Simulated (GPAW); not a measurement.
## CsGeBr3 (R3m): G0W0 on several meshes in GPAW

Aim: the GW shift of CsGeBr3 (R3m) against the k mesh.

Program: GPAW 26.7.0. Level of theory: LDA and many-body steps on it, plane waves. Results are calculated unless marked as measured.

Report form: the programs' logs are mostly left out.

### 1. Starting point

The structure is trigonal, space group R3m (No. 160). The conventional cell has a = 7.939 Å, b = 7.939 Å, c = 10.005 Å, α = 90.00°, β = 90.00°, γ = 120.00°. Nearest to Cs lie 12 Br at 3.97 to 4.09 Å. Ge has 6 Br at 2.55 to 3.14 Å nearest. Nearest to Br lie 2 Ge at 2.55 to 3.14 Å and 4 Cs at 3.97 to 4.09 Å. Farther neighbours and most contacts between anions are not listed.

As a file:

```
Cs Ge Br
1.0
     3.96928    2.29167    3.33497
    -3.96928    2.29167    3.33497
     0.00000   -4.58333    3.33497
Cs Ge Br
1 1 3
Direct
  0.00130 0.00130 0.00130
  0.47708 0.47708 0.47708
  0.02867 0.50547 0.50547
  0.50547 0.50547 0.02867
  0.50547 0.02867 0.50547
```

The cell and positions are those that the Materials Project relaxed with its own functionals (PBE, PBE+U or r2SCAN), kept fixed. Spin-orbit coupling is left out unless a step names it.

### 2. Empty states on the mesh, 2×2×2 mesh, 622 bands

This step: GPAW 26.7.0; DFT, LDA, plane waves, PAW.

The sums over transitions need many empty states on a uniform mesh; this step solves for them.

The input, run.py:

```python
import json
import numpy as np
from gpaw.mpi import world
from gpaw import GPAW

calc = GPAW('gs.gpw').fixed_density(kpts={'size': (2, 2, 2), 'gamma': True},
    parallel={'domain': 1, 'band': 1},
    txt='nscf.txt')
calc.diagonalize_full_hamiltonian(nbands=622)
calc.write('full.gpw', mode='all')
res = {}
kpts = calc.get_ibz_k_points()
res['kpts'] = kpts
res['eigenvalues'] = [calc.get_eigenvalues(kpt=k) for k in range(len(kpts))]
res['n_electrons'] = calc.get_number_of_electrons()

if world.rank == 0:
    with open('result.json', 'w') as f:
        json.dump(res, f, default=lambda x: x.tolist())
```

Run with:

```
$ mpirun -n 4 gpaw python run.py
```

Run time: 57 s. Hardware: 4 MPI ranks of Arm Neoverse V2, shared host; peak memory 4.6 GiB; 3.8 min of CPU time.

This step gave:

```
gap                                                           : 1.102 eV
k of the valence top                                          : 0.5, 0.5, 0.5
k of the conduction bottom                                    : 0.5, 0.5, 0.5
least direct gap                                              : 1.102 eV
k points computed                                             : 4
lowest point of the top converged band, above the valence top : 122.3787 eV
```

On this mesh the gap is 1.102 eV.

### 3. 2×2×2

G0W0 replaces the xc potential by the self-energy, built once from these orbitals. Only a window of levels is corrected, while the sums run over the empty bands that the input names.

This step: G0W0 on LDA, plane waves, PAW.

The input, run.py:

```python
import json
import numpy as np
from gpaw.mpi import world
from gpaw.response.g0w0 import G0W0

gw = G0W0('full.gpw',
    filename='gw',
    kpts=[0, 3],
    bands=(15, 19),
    ecut=39,
    nbands=100,
    integrate_gamma='WS',
    ppa=True)
gw.calculate()
res = {mode: {k: v for k, v in r.items() if k != 'sigma_eskwn'}
       for mode, r in gw.all_results.items()}

if world.rank == 0:
    with open('result.json', 'w') as f:
        json.dump(res, f, default=lambda x: x.tolist())
```

Run with:

```
$ mpirun -n 4 gpaw python run.py
```

Elapsed: 8 s, on 4 MPI ranks; peak memory 1.2 GiB.

This step gave:

```
G0W0 gap on the points computed              : 2.042 eV
least direct G0W0 gap on the computed points : 2.042 eV
Z at the valence top                         : 0.7973
Z at the conduction bottom                   : 0.8065
starting gap on the mesh                     : 1.102 eV
k of the valence top                         : 0.5, 0.5, 0.5
k of the conduction bottom                   : 0.5, 0.5, 0.5
```

The gap on the mesh goes from 1.10 eV to 2.04 eV, a correction of +0.94 eV.

### 4. Empty states on the mesh, 4×4×4 mesh, 110 bands

This step: DFT, LDA, plane waves, PAW.

The input, run.py:

```python
import json
import numpy as np
from gpaw.mpi import world
from gpaw import GPAW

calc = GPAW('gs.gpw').fixed_density(kpts={'size': (4, 4, 4), 'gamma': True},
    nbands=128,
    convergence={'bands': 110},
    txt='nscf.txt')
calc.write('full.gpw', mode='all')
res = {}
kpts = calc.get_ibz_k_points()
res['kpts'] = kpts
res['eigenvalues'] = [calc.get_eigenvalues(kpt=k) for k in range(len(kpts))]
res['n_electrons'] = calc.get_number_of_electrons()

if world.rank == 0:
    with open('result.json', 'w') as f:
        json.dump(res, f, default=lambda x: x.tolist())
```

Run with:

```
$ mpirun -n 4 gpaw python run.py
```

Wall time 44 s (4 MPI ranks); peak memory 0.95 GiB; 2.9 min of CPU time.

Numbers from this step:

```yaml
gap: 1.102 eV
k_of_the_valence_top: 0.5, 0.5, 0.5
k_of_the_conduction_bottom: 0.5, 0.5, 0.5
least_direct_gap: 1.102 eV
k_points_computed: 13
lowest_point_of_the_top_converged_band_above_the_valence_top: 31.68 eV
```

On this mesh the gap is 1.102 eV.

### 5. 4×4×4

This step: G0W0 on LDA, plane waves, PAW.

The input, run.py:

```python
import json
import numpy as np
from gpaw.mpi import world
from gpaw.response.g0w0 import G0W0

gw = G0W0('full.gpw',
    filename='gw',
    kpts=[0, 12],
    bands=(15, 19),
    ecut=39,
    nbands=100,
    integrate_gamma='WS',
    ppa=True)
gw.calculate()
res = {mode: {k: v for k, v in r.items() if k != 'sigma_eskwn'}
       for mode, r in gw.all_results.items()}

if world.rank == 0:
    with open('result.json', 'w') as f:
        json.dump(res, f, default=lambda x: x.tolist())
```

Run with:

```
$ mpirun -n 4 gpaw python run.py
```

It took 69 s on 4 MPI ranks; peak memory 1.7 GiB.

This step gave:

* G0W0 gap on the points computed: 1.877 eV
* least direct G0W0 gap on the computed points: 1.877 eV
* Z at the valence top: 0.8032
* Z at the conduction bottom: 0.8120
* starting gap on the mesh: 1.102 eV
* k of the valence top: 0.5, 0.5, 0.5
* k of the conduction bottom: 0.5, 0.5, 0.5

Against G0W0 in GPAW (2×2×2 mesh, 100 bands, screening to 39 eV, Godby-Needs plasmon pole), the gap moves by −0.165 eV.

### 6. The runs together

Times are wall times on 4 MPI ranks of Arm Neoverse V2, shared host, good to a factor of about two.

| run | mesh | bands | screening cutoff (eV) | DFT gap (eV) | gap on the mesh (eV) | direct (eV) | time |
| --- | --- | --- | --- | --- | --- | --- | --- |
| 2×2×2 | 2×2×2 | 100 | 39 | 1.102 | 2.042 | 2.042 | 8 s |
| 4×4×4 | 4×4×4 | 100 | 39 | 1.102 | 1.877 | 1.877 | 69 s |

### 7. Outcome

```
2×2×2        : 2.042 eV
4×4×4        : 1.877 eV
known limits : not at the basis limit; no spin-orbit coupling; coarse k mesh
```

**Reading.** 4×4×4: −0.165 eV against 2×2×2. Bands and cutoff are finite, so the gap is not at the basis limit. The miss can reach some tenths of an eV and take either sign; the mesh is an error of its own. These stock PAW sets were not made for GW; the filled d or f shell of Br and Ge lies in the frozen core, which bears on start and correction. In the G0W0 runs levels were corrected at 2 k points alone, so a gap called «on the mesh» is the least over those, and an edge elsewhere would be missed. The 2×2×2 mesh is coarse for this cell, which bears on the long-range parts of exchange and screening. Mesh or cutoff lie under what a gap needs, so these runs test behaviour and cost; their gaps are not to be quoted. The many-body steps are scalar-relativistic: spin-orbit coupling is not in them.

[Paths, hosts, dates, memory and timing lines, banners, echoed tables and standing remarks are left out of the program output.]

[Logs are printed without paths, hosts, clocks, repeated set-up lines and the standing remarks that a program may print on its own settings, such as how far it seeks lower states.]

[Runs of the session that timed out or met a known fault of the program may be left out.]

[Hosts, paths, dates, database ids (printed as entryN), source tags and the programs' standing remarks are cut or masked in the printed files.]
